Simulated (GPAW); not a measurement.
# Cs2InAgCl6 (Fm-3m): G0W0 on several meshes in GPAW

Wanted: mesh dependence and cost of G0W0 for Cs2InAgCl6 (Fm-3m).

Program: GPAW 26.7.0. Level of theory: LDA and many-body steps on it, plane waves. Results are calculated unless marked as measured.

Most raw output is cut from this account.

### Step 1. Starting point

The structure is cubic, space group Fm-3m (No. 225). Conventional cell: a = 10.469 Å, b = 10.469 Å, c = 10.469 Å, α = 90.00°, β = 90.00°, γ = 90.00°. Nearest to Cs lie 12 Cl at 3.70 Å. Nearest to In lie 6 Cl at 2.51 Å. Ag has 6 Cl at 2.72 Å nearest. Cl has 1 In at 2.51 Å and 1 Ag at 2.72 Å and 4 Cs at 3.70 Å nearest. Farther neighbours and most contacts between anions are not listed.

As a file:

```xyz
10
Lattice="0.0000 5.2345 5.2345 5.2345 0.0000 5.2345 5.2345 5.2345 0.0000" Properties=species:S:1:pos:R:3 pbc="T T T"
Cs    2.6173    2.6172    2.6173
Cs    7.8518    7.8517    7.8518
In    0.0000    0.0000    0.0000
Ag    5.2345    5.2345    5.2345
Cl    2.5104    5.2345    5.2345
Cl    5.2345    2.5104    5.2345
Cl    7.9586    5.2345    5.2345
Cl    5.2345    7.9586    5.2345
Cl    5.2345    5.2345    2.5104
Cl    5.2345    5.2345    7.9586
```

The cell and positions come from the Crystallography Open Database and are kept as given unless a step says otherwise. Spin-orbit coupling is left out unless a step names it.

### Step 2. Empty states on the mesh, 2×2×2 mesh, 975 bands

This step: GPAW 26.7.0; DFT, LDA, plane waves, PAW.

The sums over transitions need many empty states on a uniform mesh; this step solves for them.

The input, run.py:

```python
import json
import numpy as np
from gpaw.mpi import world
from gpaw import GPAW

calc = GPAW('gs.gpw').fixed_density(kpts={'size': (2, 2, 2), 'gamma': True},
    parallel={'domain': 1, 'band': 1},
    txt='nscf.txt')
calc.diagonalize_full_hamiltonian(nbands=975)
calc.write('full.gpw', mode='all')
res = {}
kpts = calc.get_ibz_k_points()
res['kpts'] = kpts
res['eigenvalues'] = [calc.get_eigenvalues(kpt=k) for k in range(len(kpts))]
res['n_electrons'] = calc.get_number_of_electrons()

if world.rank == 0:
    with open('result.json', 'w') as f:
        json.dump(res, f, default=lambda x: x.tolist())
```

Run with:

```bash
$ mpirun -n 3 gpaw python run.py
```

It took 2.6 min on 3 MPI ranks of Intel Xeon Platinum 8559C (Emerald Rapids), shared host; peak memory 8.2 GiB.

This step gave:

| Item | Value |
| --- | --- |
| gap | 0.8904 eV |
| k of the valence top | 0, 0, 0 |
| k of the conduction bottom | 0, 0, 0 |
| least direct gap | 0.8904 eV |
| k points computed | 3 |
| lowest point of the top converged band, above the valence top | 120.4513 eV |

On this mesh the gap is 0.890 eV.

### Step 3. 2×2×2

Now the one-shot GW correction: screening in the RPA, then the self-energy of the levels asked for.

This step: G0W0 on LDA, plane waves, PAW.

The input, run.py:

```python
import json
import numpy as np
from gpaw.mpi import world
from gpaw.response.g0w0 import G0W0

gw = G0W0('full.gpw',
    filename='gw',
    kpts=[0],
    bands=(43, 47),
    ecut=39,
    nbands=158,
    integrate_gamma='WS',
    ppa=True)
gw.calculate()
res = {mode: {k: v for k, v in r.items() if k != 'sigma_eskwn'}
       for mode, r in gw.all_results.items()}

if world.rank == 0:
    with open('result.json', 'w') as f:
        json.dump(res, f, default=lambda x: x.tolist())
```

Run with:

```bash
$ mpirun -n 4 gpaw python run.py
```

Wall time 27 s (4 MPI ranks); peak memory 3 GiB.

This step gave:

| Quantity | Value |
| --- | --- |
| G0W0 gap on the points computed | 3.078 eV |
| least direct G0W0 gap on the computed points | 3.078 eV |
| Z at the valence top | 0.7977 |
| Z at the conduction bottom | 0.8317 |
| starting gap on the mesh | 0.8904 eV |
| k of the valence top | 0, 0, 0 |
| k of the conduction bottom | 0, 0, 0 |

The gap on the mesh goes from 0.89 eV to 3.08 eV, a correction of +2.19 eV.

### Step 4. Empty states on the mesh, 4×4×4 mesh, 168 bands

This step: DFT, LDA, plane waves, PAW.

The input, run.py:

```python
import json
import numpy as np
from gpaw.mpi import world
from gpaw import GPAW

calc = GPAW('gs.gpw').fixed_density(kpts={'size': (4, 4, 4), 'gamma': True},
    nbands=196,
    convergence={'bands': 168},
    txt='nscf.txt')
calc.write('full.gpw', mode='all')
res = {}
kpts = calc.get_ibz_k_points()
res['kpts'] = kpts
res['eigenvalues'] = [calc.get_eigenvalues(kpt=k) for k in range(len(kpts))]
res['n_electrons'] = calc.get_number_of_electrons()

if world.rank == 0:
    with open('result.json', 'w') as f:
        json.dump(res, f, default=lambda x: x.tolist())
```

Run with:

```bash
$ mpirun -n 4 gpaw python run.py
```

Wall time 52 s (4 MPI ranks); peak memory 1.5 GiB; 3.5 min of CPU time.

Numbers from this step:

| Property | Result |
| --- | --- |
| gap | 0.8904 eV |
| k of the valence top | 0, 0, 0 |
| k of the conduction bottom | 0, 0, 0 |
| least direct gap | 0.8904 eV |
| k points computed | 8 |
| lowest point of the top converged band, above the valence top | 28.83 eV |

On this mesh the gap is 0.890 eV.

### Step 5. 4×4×4

This step: G0W0 on LDA, plane waves, PAW.

The input, run.py:

```python
import json
import numpy as np
from gpaw.mpi import world
from gpaw.response.g0w0 import G0W0

gw = G0W0('full.gpw',
    filename='gw',
    kpts=[0],
    bands=(43, 47),
    ecut=39,
    nbands=158,
    integrate_gamma='WS',
    ppa=True)
gw.calculate()
res = {mode: {k: v for k, v in r.items() if k != 'sigma_eskwn'}
       for mode, r in gw.all_results.items()}

if world.rank == 0:
    with open('result.json', 'w') as f:
        json.dump(res, f, default=lambda x: x.tolist())
```

Run with:

```bash
$ mpirun -n 4 gpaw python run.py
```

Wall time 3 min (4 MPI ranks); peak memory 5 GiB; 12 min of CPU time.

Numbers from this step:

| Property | Result |
| --- | --- |
| G0W0 gap on the points computed | 3.003 eV |
| least direct G0W0 gap on the computed points | 3.003 eV |
| Z at the valence top | 0.7964 |
| Z at the conduction bottom | 0.8330 |
| starting gap on the mesh | 0.8904 eV |
| k of the valence top | 0, 0, 0 |
| k of the conduction bottom | 0, 0, 0 |

Against G0W0 in GPAW (2×2×2 mesh, 158 bands, screening to 39 eV, Godby-Needs plasmon pole), the gap moves by −0.075 eV.

### Step 6. Side by side

Times are wall times on 4 MPI ranks of Intel Xeon Platinum 8559C (Emerald Rapids), shared host, good to a factor of about two.

```
  run   mesh  bands  screening cutoff (eV)  DFT gap (eV)  gap on the mesh (eV)  direct (eV)   time
2×2×2  2×2×2    158                     39         0.890                 3.078        3.078   27 s
4×4×4  4×4×4    158                     39         0.890                 3.003        3.003  3 min
```

### Step 7. Summary of results

```yaml
2x2x2: 3.078 eV
4x4x4: 3.003 eV
known_limits: not at the basis limit; d shell near the gap, gap tends to lie low; no spin-orbit coupling; coarse k mesh
```

**Reading.** 4×4×4: −0.075 eV against 2×2×2. Bands and cutoff are finite, so the gap is not at the basis limit. The miss can reach some tenths of an eV and take either sign; the mesh is an error of its own. These stock PAW sets were not made for GW. In the G0W0 runs levels were corrected at 1 k point alone, so a gap called «on the mesh» is the least over those, and an edge elsewhere would be missed. The 2×2×2 mesh is coarse for this cell, which bears on the long-range parts of exchange and screening. Mesh or cutoff lie under what a gap needs, so these runs test behaviour and cost; their gaps are not to be quoted. A d shell, filled or nearly so, lies near the gap. One-shot GW converges very slowly in bands there, not always from below, and on a semilocal start the gap tends to come out low; starts rich in exact exchange can overshoot instead. The many-body steps are scalar-relativistic: spin-orbit coupling is not in them.

[Paths, hosts, dates, memory and timing lines, banners, echoed tables and standing remarks are left out of the program output.]

[Logs are printed without paths, hosts, clocks, repeated set-up lines and the standing remarks that a program may print on its own settings, such as how far it seeks lower states.]

[Runs of the session that timed out or met a known fault of the program may be left out.]

[Hosts, paths, dates, database ids (printed as entryN), source tags and the programs' standing remarks are cut or masked in the printed files.]
